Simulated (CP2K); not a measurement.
Consider isocyanoacetonitrile at its PBE geometry (Å).

```xyz
7

C    -2.1371    1.0685    0.0693
N    -1.1779    0.3767    0.0365
C    -0.0264   -0.4586   -0.0034
C     1.2188    0.3173   -0.0325
N     2.2159    0.9132   -0.0536
H    -0.0210   -1.1158    0.8797
H    -0.0724   -1.1012   -0.8960
```

Method: CP2K XAS_TDP, all-electron GAPW, PBEh(45%), aug-cc-pVDZ, TDA, GW2X-corrected core level, no relativity.

Q: Predict the bright core excitations at the N K edge.

Leading lines: N2 402.19 eV and N5 401.12 eV. The leading line of an atom is its first one with 35 % of the strongest within 2.5 eV of its lowest line over the strength cut. Core ionisation energies at this level: N2 407.43 and N5 407.17 eV.

The first six lines of each atom with a strength over 0.0015:

```csv
atom,energy (eV),states,"strength, one atom",above the computed threshold
N2 (bonded to 2 C),402.19,1,0.0372,
,402.22,1,0.0389,
,404.44,1,0.0166,
,407.96,1,0.0017,yes
,409.35,1,0.0026,yes
,409.43,1,0.0033,yes
N5 (bonded to C),401.12,1,0.0552,
,401.50,1,0.0544,
,405.87,1,0.0016,
,406.50,1,0.0031,
,407.59,1,0.0044,yes
,407.79,1,0.0036,yes
```

Lines are vertical, at one geometry, with no vibrational structure. GW2X ionisation energies and lines can be off by 1 to 2 eV either way, and a good line position may hide errors that cancel. These values hold no scalar relativity, about 0.2 eV for N 1s. Rydberg lines, and the discretised continuum above threshold, depend on the basis and the box.

[Banner, clock and machine lines of the logs are left out without a mark of their own.]

[Logs are printed without paths, hosts, clocks, repeated set-up lines and the standing remarks that a program may print on its own settings, such as how far it seeks lower states.]

[Hosts, paths, dates, database ids (printed as entryN), source tags and the programs' standing remarks are cut or masked in the printed files.]
